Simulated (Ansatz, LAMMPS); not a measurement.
**Convergence of a linear-scaling basis for amorphous carbon (64 atoms)**

Wanted: errors and times of a linear-scaling basis for amorphous carbon (64 atoms). A setting counts as converged where the r.m.s. difference of forces stays under 1 % of the r.m.s. force.

Calculated with Ansatz 0.2.0; Kohn-Sham DFT, PBE, PAW (set soft_2), plane waves.

### 1. The system as given

The cell holds 64 atoms: 64 C. Its edges and angles: a = 9.022 Å, b = 9.022 Å, c = 9.022 Å, α = 90.0°, β = 90.0°, γ = 90.0°. 64 atoms (64 C) placed at random at 1.74 g/cm³, melted at 5500 K for 10 ps at fixed volume with the LCBOP (Los and Fasolino, Phys. Rev. B 68, 024107 (2003)). Quenched from 5500 K to 300 K at 100 K/ps and fixed volume, held 5 ps.

What the set-up can't give: The quench rate of 100 K/ps far exceeds what a furnace or splat quench reaches, so expect more defects and frozen-in strain than in a real sample. The starting topology of bonds comes from the classical model, and needn't be the one that DFT or experiment would give.

### 2. The classical run that made the cell

A classical potential makes the cell, at a small fraction of what the same run would cost in DFT.

This step: classical MD, LCBOP (Los and Fasolino, Phys. Rev. B 68, 024107 (2003)) (LAMMPS 22 Jul 2025 - Update 4).

Input file in.lmp:

```
# melt-quench of C64
units metal
atom_style atomic
boundary p p p
region box block 0 9.0223 0 9.0223 0 9.0223
create_box 1 box
mass 1 12.0110   # C
create_atoms 1 random 64 577067 NULL overlap 1.62 maxtry 2000
pair_style lcbop
pair_coeff * * C.lcbop C
neigh_modify delay 0 every 1 check yes
thermo_style custom step time temp pe press density
thermo_modify norm yes
timestep 0.0005
thermo 100
min_style cg
minimize 1e-4 1e-4 200 2000
reset_timestep 0
velocity all create 5500 577068 mom yes dist gaussian
fix lim all nve/limit 0.05
fix lan all langevin 5500 5500 0.05 577069 zero yes
thermo 500
run 1000 post no
unfix lim
unfix lan
thermo 3333
fix md all nvt temp 5500 5500 0.05
run 20000 post no
unfix md
thermo 10400
fix md all nvt temp 5500 300 0.05
run 104000 post no
unfix md
thermo 5000
fix md all nvt temp 300 300 0.05
run 10000 post no
unfix md
write_dump all custom glass.dump id type xs ys zs modify sort id
```

On the command line:

```bash
> lmp -in in.lmp -log none -nocite
```

Standard output:

```text
LAMMPS (22 Jul 2025 - Update 4)
Created orthogonal box = (0 0 0) to (9.0223 9.0223 9.0223)
Created 64 atoms
   Step          Time           Temp          PotEng         Press         Density
         0   0              0             -1.5855906     -224245.52      1.7380266
        93   0.0465         0             -5.2170338      79925.305      1.7380266
Loop time of 0.132736 s on 1 MPI rank(s) for 93 steps with 64 atoms
Minimization stats:
  Stopping criterion = energy tolerance
  Energy initial, next-to-last, final =
     -1.58559062904074  -5.21652150608642  -5.21703379402141
  Force two-norm initial, final = 93.165609 1.8712231
  Iterations, force evaluations = 93 165
   Step          Time           Temp          PotEng         Press         Density
         0   0              5500          -5.2170338      145063.42      1.7380266
       500   0.25           6006.9014     -5.5846783      41937.241      1.7380266
      1000   0.5            5090.807      -5.9284882      38164.891      1.7380266
Loop time of 0.939821 s on 1 MPI rank(s) for 1000 steps with 64 atoms
   Step          Time           Temp          PotEng         Press         Density
      1000   0.5            5090.807      -5.9284882      38169.706      1.7380266
      3333   1.6665         5343.8063     -5.9873076      98997.089      1.7380266
      6666   3.333          5265.0755     -6.1117616      4333.048       1.7380266
      9999   4.9995         5315.2405     -5.9587334     -2996.4861      1.7380266
     13332   6.666          5768.5158     -6.0447579     -7597.0532      1.7380266
     16665   8.3325         4590.609      -6.1257013      5308.7992      1.7380266
     19998   9.999          5241.1553     -6.2064171     -72059.216      1.7380266
[... 1 line left out ...]
Loop time of 19.2272 s on 1 MPI rank(s) for 20000 steps with 64 atoms
   Step          Time           Temp          PotEng         Press         Density
[... 11 lines left out ...]
    125000   62.5           273.4899      -6.8605746     -133513.26      1.7380266
Loop time of 95.4412 s on 1 MPI rank(s) for 104000 steps with 64 atoms
   Step          Time           Temp          PotEng         Press         Density
    125000   62.5           273.4899      -6.8605746     -133513.26      1.7380266
    130000   65             289.27463     -6.866841      -122053.93      1.7380266
    135000   67.5           256.03992     -6.8671095     -127872.75      1.7380266
Loop time of 7.19907 s on 1 MPI rank(s) for 10000 steps with 64 atoms
```

Elapsed: 2.1 min, on 1 thread of AMD EPYC 7R43, shared host; peak memory 0.069 GiB.

### 3. Plane-wave single point

The first run fixes the reference, at a cutoff of 420 eV.

Input file input.yaml:

```yaml
crystal:
  lattice:
    - [9.0223, 0.0, 0.0]
    - [0.0, 9.0223, 0.0]
    - [0.0, 0.0, 9.0223]
  atoms:
    - { symbol: C, position: [0.49599, 0.0998, 0.86122] }
    - { symbol: C, position: [0.82831, 0.17861, 0.22565] }
    - { symbol: C, position: [0.11904, 0.73897, 0.17858] }
    - { symbol: C, position: [0.96138, 0.12374, 0.15158] }
    - { symbol: C, position: [0.46144, 0.85454, 0.01728] }
    - { symbol: C, position: [0.90707, 0.61162, 0.34871] }
    - { symbol: C, position: [0.26848, 0.44625, 0.66545] }
    - { symbol: C, position: [0.46988, 0.66888, 0.60594] }
    - { symbol: C, position: [0.67364, 0.69287, 0.79271] }
    - { symbol: C, position: [0.42825, 0.78981, 0.31326] }
    - { symbol: C, position: [0.30377, 0.43099, 0.82318] }
    - { symbol: C, position: [0.0792, 0.04005, 0.37484] }
    - { symbol: C, position: [0.21337, 0.11648, 0.42202] }
    - { symbol: C, position: [0.22849, 0.27706, 0.45108] }
    - { symbol: C, position: [0.00167, 0.67244, 0.26025] }
    - { symbol: C, position: [0.91413, 0.97538, 0.60626] }
    - { symbol: C, position: [0.424, 0.04674, 0.25836] }
    - { symbol: C, position: [0.44218, 0.36482, 0.88863] }
    - { symbol: C, position: [0.44212, 0.9531, 0.88244] }
    - { symbol: C, position: [0.08491, 0.88065, 0.11508] }
    - { symbol: C, position: [0.95532, 0.14577, 0.99502] }
    - { symbol: C, position: [0.57075, 0.21824, 0.10608] }
    - { symbol: C, position: [0.77856, 0.69464, 0.55604] }
    - { symbol: C, position: [0.81238, 0.23349, 0.96278] }
    - { symbol: C, position: [0.37755, 0.89152, 0.74856] }
    - { symbol: C, position: [0.99306, 0.33015, 0.6121] }
    - { symbol: C, position: [0.7304, 0.2328, 0.10391] }
    - { symbol: C, position: [0.35625, 0.3576, 0.39785] }
    - { symbol: C, position: [0.4014, 0.82662, 0.6036] }
    - { symbol: C, position: [0.9538, 0.0657, 0.73626] }
    - { symbol: C, position: [0.35187, 0.51768, 0.40894] }
    - { symbol: C, position: [0.0574, 0.01593, 0.21661] }
    - { symbol: C, position: [0.50093, 0.28079, 0.38159] }
    - { symbol: C, position: [0.46089, 0.69588, 0.98595] }
    - { symbol: C, position: [0.34391, 0.64608, 0.30604] }
    - { symbol: C, position: [0.938, 0.05417, 0.45581] }
    - { symbol: C, position: [0.92286, 0.22457, 0.71752] }
    - { symbol: C, position: [0.50121, 0.18327, 0.24782] }
    - { symbol: C, position: [0.61709, 0.28786, 0.49279] }
    - { symbol: C, position: [0.15864, 0.35042, 0.59168] }
    - { symbol: C, position: [0.25391, 0.65971, 0.16586] }
    - { symbol: C, position: [0.81541, 0.77629, 0.79317] }
    - { symbol: C, position: [0.00247, 0.03428, 0.89363] }
    - { symbol: C, position: [0.32209, 0.6246, 0.02832] }
    - { symbol: C, position: [0.5783, 0.4542, 0.8586] }
    - { symbol: C, position: [0.24638, 0.53029, 0.92531] }
    - { symbol: C, position: [0.62874, 0.66844, 0.63443] }
    - { symbol: C, position: [0.01688, 0.89295, 0.96464] }
    - { symbol: C, position: [0.83457, 0.17142, 0.37964] }
    - { symbol: C, position: [0.87821, 0.40668, 0.51703] }
    - { symbol: C, position: [0.34379, 0.02816, 0.39614] }
    - { symbol: C, position: [0.67663, 0.35888, 0.7645] }
    - { symbol: C, position: [0.91472, 0.78397, 0.91308] }
    - { symbol: C, position: [0.35972, 0.5561, 0.56886] }
    - { symbol: C, position: [0.53303, 0.14528, 0.71317] }
    - { symbol: C, position: [0.48137, 0.22424, 0.96217] }
    - { symbol: C, position: [0.38379, 0.88148, 0.44836] }
    - { symbol: C, position: [0.77387, 0.29632, 0.44978] }
    - { symbol: C, position: [0.85833, 0.56767, 0.48561] }
    - { symbol: C, position: [0.60309, 0.26986, 0.65227] }
    - { symbol: C, position: [0.80559, 0.28118, 0.81459] }
    - { symbol: C, position: [0.45191, 0.89796, 0.17958] }
    - { symbol: C, position: [0.57578, 0.60943, 0.89432] }
    - { symbol: C, position: [0.84937, 0.82224, 0.63612] }
kpoints:
  mp_grid: { grid: [2, 2, 2] }
hamiltonian:
  xc: pbe
scf:
  occupations: { method: fermi_dirac, width: 0.025 }
output:
  forces: true
  stress: true
  populations: true
  dos:
    method: { smearing: { sigma: 0.15 } }
    de: 0.1
    projected: { site_lists: { C: [C] } }
  eigenvalues: true
  write_density: true
  write_potential: true
  volumetric_format: npy
  elf: true
```

On the command line:

```bash
> ansatz run input.yaml --threads 4 --pin off --max-ram 8192MiB --backend cpu --events-out ev --progress --plain --runs-dir out
```

Standard output:

```text
Engine: ansatz 0.2.0, x86_64-unknown-linux-gnu
Pseudopotentials: kind: paw
Pseudopotential: C, paw, valence charge 4, recommended cutoff 420 eV (normal), C.paw.azcp
[... 5 lines on functional and potentials left out ...]
Crystal: 64 atoms, lattice volume = 734.432 Å³
Basis set: ecut = 420 eV, 14363 PW (Γ), exchange–correlation on 128×128×128 points (8 copies of the dense FFT grid, shifted against one another)
Bands: 192, of which v1, the nominal top of the filled ones, is band 128 counted from 1 (127 counted from 0)
Symmetry: 1 space group operations
Space group: P1 (ITA 1), of the structure as read, at distance tolerance 9.0e-5 Å
k-points: 8
[... 3 lines on functional and potentials left out ...]
Initial density: superposition of atomic densities (neutral atoms: chi_scale 0, normalization atom), corrected by the library's trained network
Initial wavefunctions: pseudopotential atomic-orbital guess
Functional: x = pbe(κ = 0.804, μ = 0.219515), c = pbe(β = 0.066725)
SCF iter   1: F=—  HF=-15997.139318 eV  |F-HF|=—  |Δ(HF+E_count)|=         —  Δρ=1.40e-2  dr2=2.49e0  ethr=1.77e-3  ⟨swp⟩=6.0  Hψ=6774  notcnv=0  defer=308
preconditioner: auto → LDOS  [metal: Δε(μ)=0.015 eV  Ē_g=13.303 eV  σ=0.025 eV  W_gap=0.15  n_scr=146 (ndim 8)  ℏωp=21.9 eV  f_vac=0.178  D(μ)=18.72/eV (n_scr^D=122)  β→1.0]
SCF iter   2: F=—  HF=-15996.870206 eV  |F-HF|=—  |Δ(HF+E_count)|=   2.69e-1  Δρ=7.06e-3  dr2=5.88e-1  ethr=9.74e-4  ⟨swp⟩=2.8  Hψ=2572  notcnv=0  defer=431
SCF iter   3: F=—  HF=-15996.804696 eV  |F-HF|=—  |Δ(HF+E_count)|=   6.55e-2  Δρ=2.42e-3  dr2=8.16e-2  ethr=2.30e-4  ⟨swp⟩=2.0  Hψ=1892  notcnv=0  defer=431
SCF iter   4: F=—  HF=-15996.797173 eV  |F-HF|=—  |Δ(HF+E_count)|=   7.52e-3  Δρ=1.02e-3  dr2=1.20e-2  ethr=3.19e-5  ⟨swp⟩=2.0  Hψ=1929  notcnv=0  defer=431
SCF iter   5: F=—  HF=-15996.796231 eV  |F-HF|=—  |Δ(HF+E_count)|=   9.42e-4  Δρ=4.99e-4  dr2=2.96e-3  ethr=4.69e-6  ⟨swp⟩=2.1  Hψ=2064  notcnv=0  defer=431
SCF iter   6: F=—  HF=-15996.796046 eV  |F-HF|=—  |Δ(HF+E_count)|=   1.85e-4  Δρ=2.08e-4  dr2=4.93e-4  ethr=1.15e-6  ⟨swp⟩=2.0  Hψ=1892  notcnv=0  defer=431
SCF iter   7: F=—  HF=-15996.796018 eV  |F-HF|=—  |Δ(HF+E_count)|=   2.81e-5  Δρ=8.79e-5  dr2=8.86e-5  ethr=1.93e-7  ⟨swp⟩=2.0  Hψ=1973  notcnv=0  defer=431
SCF iter   8: F=—  HF=-15996.796974 eV  |F-HF|=—  |Δ(HF+E_count)|=   9.56e-4  Δρ=4.05e-5  dr2=2.02e-5  ethr=3.46e-8  ⟨swp⟩=2.2  Hψ=2321  notcnv=0  defer=431
SCF iter   9: F=—  HF=-15996.796972 eV  |F-HF|=—  |Δ(HF+E_count)|=   1.06e-6  Δρ=1.96e-5  dr2=4.74e-6  ethr=7.91e-9  ⟨swp⟩=2.8  Hψ=2012  notcnv=0  defer=431
SCF iter  10: F=—  HF=-15996.796972 eV  |F-HF|=—  |Δ(HF+E_count)|=   3.40e-7  Δρ=8.13e-6  dr2=6.89e-7  ethr=1.85e-9  ⟨swp⟩=2.5  Hψ=1985  notcnv=0  defer=431
SCF iter  11: F=—  HF=-15996.796972 eV  |F-HF|=—  |Δ(HF+E_count)|=   7.75e-9  Δρ=4.17e-6  dr2=1.90e-7  ethr=2.69e-10  ⟨swp⟩=2.0  Hψ=1814  notcnv=0  defer=431
SCF iter  12: F=-15996.796972 eV  HF=-15996.796972 eV  |F-HF|=4.32e-8  |Δ(HF+E_count)|=   8.18e-9  Δρ=2.15e-6  dr2=5.62e-8  ethr=3.91e-11  ⟨swp⟩=26.8  Hψ=14381  notcnv=0
SCF 1 converged in 12 iterations: F = -15996.796972 eV  dr2 = 5.62e-8
  greatest PAW one-centre occupation: 0.690 electrons in one spin orbital (limit 2), on the C atom at site 45 (counted from 0), in its partial waves of l = 0
SCF converged after 12 iterations
Free energy (F): -15996.796972 eV
Harris-Foulkes:  -15996.796972 eV  (|F-HF|=4.32e-8)
Internal energy: -15996.755121 eV  (E = F + TS)
E sigma→0 (E₀):  -15996.776047 eV
Entropy (-TS):   -0.041851 eV (-0.654 meV/atom)
Fermi energy:    3.988326 eV
--- Per-component energies (eV) ---
  E_band       = -1095.561587
  E_kinetic    = 5631.060101
  E_local      = -14086.392353  (includes V_loc(G=0)·N_el)
  E_nonlocal   = 1720.325770
  E_hartree    = 4886.001723
  E_xc         = -3011.170021
  E_vxc        = -3723.747507  (∫ρ·V_xc dr)
  E_paw        = -6336.652951  (= ΣΔE_a)
  E_vpaw       = -408.810243  (= ΣTr[D̂ρ^β])
  E_aug_tail   = 0.000439  (compensation charges beyond the density's cutoff)
  E_ewald      = -4799.927829
  E_smearing   = -0.041851  (= −TS)
  E_closure    = -0.000000  (closes the sum)
  Σ components = -15996.796972   (vs F -15996.796972, Δ=0.00e0)
--- Forces (eV/Å), atoms counted from 1 ---
  atom   1  C     -1.00924907     1.86665389    -0.62491900
  atom   2  C      1.78892155     0.19993540    -1.95516455
  atom   3  C     -2.96812128    -2.24857122     1.91106599
  atom   4  C     -0.64100411    -0.93310746    -1.26619309
  atom   5  C     -0.22720397     1.99471169     2.00839687
  atom   6  C      3.03019290     1.24226042    -0.92498314
  atom   7  C     -0.10176060     0.74254248    -2.03836184
  atom   8  C     -0.66710392     0.43496716     0.25588514
  atom   9  C      0.14002141     0.43051101    -2.46098802
  atom  10  C     -1.95374329     0.60954531     0.03650850
  atom  11  C     -0.76579815     1.86418707     2.00671192
  atom  12  C     -1.25835448     0.18114639     1.76401089
  atom  13  C      0.53816498    -0.16253947     0.67920677
  atom  14  C     -0.05126091     1.16105754     2.02336338
[...]
atom  63  C     -0.84358321     1.32838212     0.37838974
  atom  64  C      0.87547745     1.34101904    -0.70281907
  max |Σ_I F_I| component: 7.06e-5 eV/Å
--- Stress (GPa, compression-positive) ---
       -9.322924      -1.531883      -2.011613
       -1.531882     -12.407269       0.682700
       -2.011613       0.682700     -12.732837
  P = ⅓ Tr σ = -11.4877 GPa (-114.877 kbar)
--- Band table (eV; the first three rows and the last of 8) ---
  k-point 0: bands = ["-14.7590", "-14.2225", "-14.0669", "-13.8444", [... 176 levels ...], "12.1068", "12.2262", "12.2991", "12.3793", "12.4756", "12.5553", "12.6468", "12.6755", "12.8199", "12.9140", "13.0054", "13.0336"]
[...]
--- Löwdin populations: 64 sites ---
  site symbol       q [e]
     0      C      3.9527
     1      C      3.9604
     2      C      3.9804
[...]
63      C      3.9445
  spilling = 0.009788 (of n_electrons = 256.000000)
```

Wall time 70 s (4 threads of AMD EPYC 7R43, shared host); peak memory 3.2 GiB.

The run gave:

```yaml
free_energy: -15996.7970 eV
free_energy_per_atom: -249.9500 eV/atom
scf_cycles: 12
pressure: -11.49 GPa
r_m_s_force_component: 1.349 eV/Å
longest_force: 4.185 eV/Å
fermi_energy: 3.988 eV
levels_partly_filled_by_over_2_per_cent: 14
spilling_of_the_projection: 0.009788
```

The r.m.s. force component of 1.3 eV/Å and the pressure of -11 GPa set the scale for the differences below.

### 4. Support functions low

The cell is solved in localised support functions. The level low gives here a grid of 48×48×48 points and a radius of 3.49 Å.

This step: Kohn-Sham DFT, PBE, PAW (set soft_2), localised support functions (low) (Ansatz 0.2.0).

input.yaml, the sections that differ from step 3:

```yaml
scf:
  occupations: { method: fermi_dirac, width: 0.025 }
  eigensolver: { kind: { support_functions: { accuracy: low } } }
  max_iter: 150
output:
  forces: true
  eigenvalues: true
# crystal, kpoints, hamiltonian: as in step 3
```

Standard output:

```text
Warning: scf.eigensolver.kind.support_functions: disabling space-group detection — the functions' gradient is summed over unrotated k-points, so no spatial operation reduces the k-mesh or symmetrises the density; time reversal is kept, so that k and −k are solved as one point where they differ and the mesh holds both, and exact exchange and, on two spinor components, a DFT+U term hold to it where the run has them: [...]
settings of this run that can trade accuracy for cost: scf.eigensolver.kind.support_functions; scf.eigensolver.kind.support_functions.accuracy: low [...]
[...]
Crystal: 64 atoms, lattice volume = 734.432 Å³
Basis set: ecut = 420 eV, 14363 PW (Γ), exchange–correlation on 128×128×128 points (8 copies of the dense FFT grid, shifted against one another)
Bands: 154, of which v1, the nominal top of the filled ones, is band 128 counted from 1 (127 counted from 0)
Symmetry: 1 space group operations
k-points: 8
[...]
Eigensolver: Support functions (low, 48×48×48 points, laid for a spacing of at most 0.228497 Å, radius 3.492244 Å, 9 sites without an atom, 1 species' potentials softened for the grid, 1 wholly corrected for its errors in the mean over positions, 1 with the egg-box correction, energy correction by stochastic trace)
[...]
SCF iter   1: F=—  HF=-15999.647867 eV  |F-HF|=—  |Δ(HF+E_count)|=         —  Δρ=8.28e-2  dr2=5.41e1  ethr=1.00e-1
[...]
SCF iter  16: F=—  HF=-15997.009733 eV  |F-HF|=—  |Δ(HF+E_count)|=   2.93e-4  Δρ=3.70e-5  dr2=2.50e-5  ethr=4.72e-8  κ⁻¹=1.5e-3(r=7)
SCF iter  17: F=-15997.009990 eV  HF=-15997.009992 eV  |F-HF|=2.01e-6  |Δ(HF+E_count)|=   2.59e-4  Δρ=2.74e-5  dr2=1.24e-5  ethr=9.78e-9
SCF 1 converged in 17 iterations: F = -15997.015165 eV  dr2 = 1.24e-5
[...]
SCF converged after 17 iterations
Stability not checked: this state was not tested for a lower state beside it, because the mixer in use, unlike msr1, does not test its closes by its own steps (another_mixer; see scf.mixing.algorithm and scf.lower_state_search)
Free energy (F): -15997.015165 eV
[...]
Internal energy: -15996.973341 eV  (E = F + TS)
E sigma→0 (E₀):  -15996.994253 eV
Entropy (-TS):   -0.041824 eV (-0.654 meV/atom)
Fermi energy:    3.987803 eV
[...]
Σ components = -15997.015165   (vs F -15997.015165, Δ=0.00e0)
--- Forces (eV/Å), atoms counted from 1 ---
  atom   1  C     -1.00866873     1.86748546    -0.62601903
  atom   2  C      1.78938382     0.19887630    -1.95261199
  atom   3  C     -2.96766125    -2.24864761     1.91110369
  atom   4  C     -0.63961074    -0.93467985    -1.26750712
[...]
atom  64  C      0.87651531     1.34187826    -0.70233021
  max |Σ_I F_I| component: 4.80e-4 eV/Å
--- Band table (eV; the first three rows and the last of 8) ---
[...]
```

Wall time 3.1 min (4 threads); peak memory 2.1 GiB; 11 min of CPU time.

The program notes that the band table was not solved further than the SCF left it and it switched symmetry off.

Keys that differ from the reference: support_functions.accuracy = "low" and scf.max_iter = 150.

Forces differ from the reference by 1.1 meV/Å r.m.s., 0.085 % of their size, well within a tolerance of 1 %; the energy by -3.4 meV/atom. It took roughly 2.7 times the reference's time (one timing each, with unlike analyses asked), in 17 cycles against 12.

(Continued in part 2 of 3.)

[Long decimals in the printed logs are rounded to 6 places.]

[Logs are printed without paths, hosts, clocks, repeated set-up lines and the standing remarks that a program may print on its own settings, such as how far it seeks lower states.]

[Hosts, paths, dates, database ids (printed as entryN), source tags and the programs' standing remarks are cut or masked in the printed files.]
